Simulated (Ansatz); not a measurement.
## K on Au(111): change of the work function: the clean slab

Ansatz 0.2.0; plane-wave DFT, PBE, Ansatz PAW.

Input file input.yaml:

```yaml
crystal:
  lattice:
    - [2.8849956672, 0.0, 0.0]
    - [1.4424978336, 2.4984795376, 0.0]
    - [0.0, 0.0, 25.0667672949]
  atoms:
    - { symbol: Au, position: [0.0, 0.0, 0.3590411118] }
    - { symbol: Au, position: [0.3333333333, 0.3333333333, 0.4530137039] }
    - { symbol: Au, position: [0.6666666667, 0.6666666667, 0.5469862961] }
    - { symbol: Au, position: [0.0, 0.0, 0.6409588882] }
kpoints:
  mp_grid: { grid: [12, 12, 1] }
hamiltonian:
  xc: pbe
scf:
  occupations: { method: fermi_dirac, width: 0.1 }
  convergence: { dr2_threshold: 1.0e-08 }
efield:
  axis: 3
  dipole_correction: true
  ramp_position: 0.97
  ramp_width: 0.06
relax:
  f_tol: 0.02
  max_steps: 60
  constraints: [{ sites: [0, 1] }]
output:
  write_potential: true
  write_density: true
  volumetric_format: npy
```

Command:

```sh
> ansatz run input.yaml --threads 4 --pin off --max-ram 6144MiB --backend cpu --events-out ev --progress --plain --runs-dir out
```

Before running it: what should come out for the work function, upper face; work function, lower face; and electron's electrostatic potential energy less the Fermi level against z?

In the vacuum the potential turns flat, and its height over the Fermi level, 5.16 eV, is the work function of the face beside that plateau.

The run keeps the 6 symmetry operations that it works with, so distortions that break them were not tested.

Step by step:

| step | energy less that of the first step (eV) | largest force component (eV/Å) |
| --- | --- | --- |
| 1 | 0.0000 | 0.4529 |
| 2 | -0.0379 | 0.1601 |
| 3 | -0.0404 | 0.0334 |
| 4 | -0.0405 | 0.0003 |

The atoms that moved most (Å):

| atom | dx | dy | dz | length |
| --- | --- | --- | --- | --- |
| Au4 | 0.000 | 0.000 | 0.225 | 0.225 |
| Au3 | 0.000 | 0.000 | 0.081 | 0.081 |

This step gave:

- work function, upper face: 5.161 eV
- work function, lower face: 5.089 eV
- dipole along the normal: -0.002857 e·Å
- step between the vacuum levels: 0.07172 eV

Running mean over 2.356 Å of the planar mean; the ramp of the sawtooth is left out. The electron's electrostatic potential energy less the Fermi level by z:

| z (Å) | electron's electrostatic potential energy less the Fermi level (eV) |
| --- | --- |
| 3.5 | 5.09 |
| 4.0 | 5.09 |
| 4.5 | 5.09 |
| 5.0 | 5.09 |
| 5.5 | 5.07 |
| 6.0 | 5.03 |
| 6.5 | 4.84 |
| 7.0 | 4.02 |
| 7.5 | 1.06 |
| 8.0 | -3.47 |
| 8.5 | -7.10 |
| 9.0 | -8.30 |
| 9.5 | -8.57 |
| 10.0 | -8.66 |
| 10.5 | -8.70 |
| 11.0 | -8.73 |
| 11.5 | -8.66 |
| 12.0 | -8.28 |
| 12.5 | -8.00 |
| 13.0 | -8.13 |
| 13.5 | -8.52 |
| 14.0 | -8.47 |
| 14.5 | -7.78 |
| 15.0 | -7.31 |
| 15.5 | -7.54 |
| 16.0 | -8.13 |
| 16.5 | -7.87 |
| 17.0 | -5.77 |
| 17.5 | -1.46 |
| 18.0 | 2.69 |
| 18.5 | 4.60 |
| 19.0 | 5.02 |
| 19.5 | 5.13 |
| 20.0 | 5.15 |
| 20.5 | 5.16 |
| 21.0 | 5.16 |
| 21.5 | 5.16 |
| 22.0 | 5.16 |

[Logs are printed without paths, hosts, clocks, repeated set-up lines and the standing remarks that a program may print on its own settings, such as how far it seeks lower states.]

[Hosts, paths, dates, database ids (printed as entryN), source tags and the programs' standing remarks are cut or masked in the printed files.]

[Maps of the electrostatic potential energy from Ansatz leave out the sawtooth potential of an applied field or a dipole correction, so their vacuum need not be flat; planar profiles and work functions include it.]
